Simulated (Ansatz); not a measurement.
# MgTiS3 in P4/mbm, a phase reached by a soft mode: following an unstable mode, part 3 of 3

Aim: this structure of MgTiS3 in P4/mbm, a phase reached by a soft mode is to be tested for unstable modes, and one is followed downhill.

Ansatz 0.2.0; DFT PBE, scalar-relativistic, plane waves, PAW; PAW set soft_1.

So far. Step 5 (Energy along the mode, all amplitudes (two of the runs …): The lowest of the steps tried is the last one, at 0.6 Å, 23.8 meV/atom below the parent; the bottom of the well need not coincide with a step. Step 7 (The new phase in its own primitive cell): The largest force component left is 0.63 meV/Å and the pressure is -0.002 GPa, within the tolerances set. The cell now holds 21.02 Å³/atom.

The structure was built from a prototype and need not be the compound's stable phase.

### Step 8. Modes of the new phase

A relaxed structure may still be a saddle point, so its zone-centre modes are computed. No field response is asked, since the mesh shows no gap.

input.yaml reads:

```yaml
crystal:
  lattice:
    - [3.9459657978, 0.0, 0.0]
    - [0.0, 4.6033838911, 5.7856723644]
    - [0.0, -4.6033838911, 5.7856723644]
  atoms:
    - { symbol: Mg, position: [0.0, 0.0427688685, 0.0427688685] }
    - { symbol: Mg, position: [0.0, 0.5147076688, 0.5147076688] }
    - { symbol: Ti, position: [0.5, 0.5395158552, 0.0302163839] }
    - { symbol: Ti, position: [0.5, 0.0302163839, 0.5395158552] }
    - { symbol: S, position: [0.5, 0.2961113163, 0.6309787846] }
    - { symbol: S, position: [0.5, 0.6309787846, 0.2961113163] }
    - { symbol: S, position: [0.5, 0.8829919025, 0.8829919025] }
    - { symbol: S, position: [0.5, 0.1907930702, 0.1907930702] }
    - { symbol: S, position: [0.0, 0.5051254018, 0.8781218253] }
    - { symbol: S, position: [0.0, 0.8781218253, 0.5051254018] }
kpoints:
  mp_grid: { grid: [10, 6, 6] }
hamiltonian:
  xc: pbe
  pseudopotentials: { kind: paw, azcp: { folder: soft_1 } }
scf:
  occupations: { method: methfessel_paxton, width: 0.2 }
output:
  eigenvalues: true
phonons:
  method: dfpt
```

Started as:

```
$ ansatz run input.yaml --threads 4 --pin off --max-ram 16384MiB --backend cpu --events-out ev --progress --plain --runs-dir out
```

Numbers of over 12 decimals in the logs are rounded to 6 here.

What it wrote:

```text
[...]
Crystal: 10 atoms, lattice volume = 210.191 Å³
Basis set: ecut = 420 eV, 4113 PW (Γ), exchange–correlation on 54×100×100 points (8 copies of the dense FFT grid, shifted against one another)
Bands: 50, of which v1, the nominal top of the filled ones, is band 40 counted from 1 (39 counted from 0)
Symmetry: 4 space group operations
k-points: 120 of 360 (irreducible under 2 space group operations, time reversal used)
[...]
SCF iter   1: F=—  HF=-14272.182848 eV  |F-HF|=—  |Δ(HF+E_count)|=         —  Δρ=5.56e-2  dr2=1.38e1  ethr=3.10e-3  ⟨swp⟩=6.3  Hψ=25630  notcnv=0
[...]
SCF iter  16: F=-14270.493271 eV  HF=-14270.493271 eV  |F-HF|=7.28e-12  |Δ(HF+E_count)|=    0.00e0  S|Δr|=    0.00e0  Δρ=1.83e-8  dr2=2.45e-12  ethr=1.00e-12  ⟨swp⟩=11.2  Hψ=29871  notcnv=0
SCF 1 converged in 16 iterations: F = -14270.493271 eV  dr2 = 2.45e-12
[...]
SCF converged after 16 iterations
[...]
Free energy (F): -14270.493271 eV
[...]
Internal energy: -14270.519719 eV  (E = F + TS)
E sigma→0 (E₀):  -14270.499883 eV
Entropy (-TS):   0.026448 eV (2.645 meV/atom)
Fermi energy:    6.967777 eV
[...]
--- Band table (eV; the first three rows and the last of 120) ---
  k-point 0: bands = [... 36 lower, 4.9636, 5.0634, 5.2565, 6.2402, 6.9553, 7.3773, 7.8007, 7.8143, ... 6 higher]
  k-point 1: bands = [... 36 lower, 4.8918, 5.1204, 5.3257, 5.9628, 7.0082, 7.4697, 7.7541, 7.8562, ... 6 higher]
  k-point 2: bands = [... 36 lower, 4.8411, 5.1599, 5.4095, 5.4936, 7.1567, 7.5941, 7.6461, 7.9108, ... 6 higher]
  k-point 119: bands = [... 36 lower, 4.3212, 4.7002, 4.8369, 5.4081, 7.1302, 7.1526, 7.2673, 7.5004, ... 6 higher]
[...]
ASR residual: 9.951e-5 → 0.000e0 eV/Å²; symmetrization residual: 6.765e-6 eV/Å²
[...]
```

Elapsed: 16 min, on 4 threads of Arm Neoverse V1, shared host; peak memory 3.9 GiB; 64 min of CPU time.

Numbers from this step:

```
sum-rule residual before enforcement                    : 9.95e-5 eV/Å²
point group                                             : mm2
highest optical mode at the zone centre (no LO-TO term) : 464.0 cm⁻¹
lowest optical zone-centre mode                         : 19.51 cm⁻¹
```

Patterns of degenerate modes are one choice out of their space. Modes at Γ, with each element's share of the kinetic energy:

```
mode  frequency (cm⁻¹)  symmetry  Mg %  Ti %  S %
   1               0.0  acoustic    14    28   57
   2               0.0  acoustic    14    28   57
   3               0.0  acoustic    14    28   57
   4              19.5        B2     7    76   17
   5              42.7        B1    33     0   67
   6              54.2        B2    85     5   10
   7             102.6        A2     0    56   44
   8             105.5        A1    56    24   19
   9             112.3        B2    11     4   85
  10             121.0        A1    31     1   68
  11             125.6        B1    30    26   44
  12             129.8        A2     0     6   94
  13             149.8        B2     3    25   72
  14             158.8        A1    26    13   60
  15             162.3        B1     2     6   92
  16             172.3        A1     1    24   75
  17             211.7        A1    23     7   70
  18             215.0        B1    53     3   44
  19             222.2        B2    19     1   80
  20             229.7        B2    21     2   76
  21             242.2        A1    33    25   41
  22             259.1        A1    15    16   70
  23             259.5        B2    35     0   65
  24             274.9        B1    68     0   32
  25             312.5        B2     4     7   89
  26             321.6        A1     0    15   85
  27             388.3        B1     0    37   63
  28             390.3        A2     0    37   63
  29             460.8        A1     0    46   54
  30             464.0        B2     1    51   48
```

Displacements in mode 4 (19.5 cm⁻¹), the largest set to 1:
```
Mg1  0.00 -0.63  0.00
Mg2  0.00 -0.43  0.00
Ti3  0.00  1.00  0.83
Ti4  0.00  1.00 -0.83
S5   0.00 -0.27 -0.29
S6   0.00 -0.27  0.29
S7   0.00 -0.17  0.00
S8   0.00 -0.37  0.00
S9   0.00 -0.56 -0.08
S10  0.00 -0.56  0.08
```

Displacements in mode 26 (321.6 cm⁻¹), the largest set to 1:
```
Mg1  0.00  0.00 -0.04
Mg2  0.00  0.00  0.00
Ti3  0.00  0.30 -0.37
Ti4  0.00 -0.30 -0.37
S5   0.00 -0.36 -0.57
S6   0.00  0.36 -0.57
S7   0.00  0.00  0.00
S8   0.00  0.00  0.26
S9   0.00 -0.64  1.00
S10  0.00  0.64  1.00
```

Before it was imposed, the acoustic sum rule was missed by 1.0e-4 eV/Å². Small misses are needed for a sound result but don't prove that mesh and cutoff are converged. The lowest optical mode is real, 19.5 cm⁻¹.

### Step 9. The phases reached

The phases reached along the modes that were followed are set side by side.

Energies are those of the first relaxation, on the mesh of the frozen mode; space group, volume and gap are those of the last relaxation. Phases, by row:

```
          mode frozen in  space group  energy from parent (meV/atom)  volume (Å³/atom)  gap on mesh (eV)  lowest zone-centre optical mode (cm⁻¹)  largest shift (Å)
                  parent       P4/mbm                              0             19.55                 0                                       –                  –
q = (0, 0, 0), 122i cm⁻¹       Pmc2_1                         -96.87             21.93             1.108                                   -21.2              1.093
q = (0, 0, 0), 122i cm⁻¹         Amm2                          -81.1             21.02                 0                                    19.5              0.903
```

### Step 10. Results

```yaml
unstable_mode_of_the_parent: q = (0, 0, 0), 122i cm⁻¹
depth_at_the_lowest_point_sampled: 23.8 meV/atom
largest_atomic_shift_at_that_point: 0.6 Å
space_group_reached_within_0p01_a: Amm2
energy_gained_over_the_parent_first_relaxation_on_the_mesh_of_the_frozen_mode: 81.1 meV/atom
volume_per_atom_phase_reached: 21.0 Å³
lowest_optical_zone_centre_mode_phase_reached: 19.5 cm⁻¹
highest_optical_mode_at_the_zone_centre_no_lo_to_term_phase_reached: 464 cm⁻¹
```

Along this mode the structure falls into Amm2, 81.1 meV/atom below the parent. At the parent's cell the well is 23.78 meV/atom deep on the steps tried, with its lowest point at a shift of 0.6 Å. That is the last step tried, so the steps alone don't bracket the bottom of the well. Relaxing atoms and cell changes the gain by +57.32 meV/atom against the lowest step (energies at zero smearing). Most of the total comes from this relaxation. The new phase has no imaginary mode at the zone centre of its cell; other wavevectors were not checked. Of the 2 patterns followed to their end from this parent, this one ends 15.8 meV/atom above the lowest, Pmc2_1. Each path keeps the symmetry of its pattern, so a lower phase may lie along a pattern not tried. With no gap, or one that is small against the smearing, the frequencies hang on the k mesh and the smearing, most of all near Kohn anomalies. A semilocal functional can close a gap that the real compound would have, so the metallic treatment may be an artefact of the level. The starting cell was built on a prototype and not taken from a measurement, so the phase need not exist.

[Logs are printed without paths, hosts, clocks, repeated set-up lines and the standing remarks that a program may print on its own settings, such as how far it seeks lower states.]

[Hosts, paths, dates, database ids (printed as entryN), source tags and the programs' standing remarks are cut or masked in the printed files.]
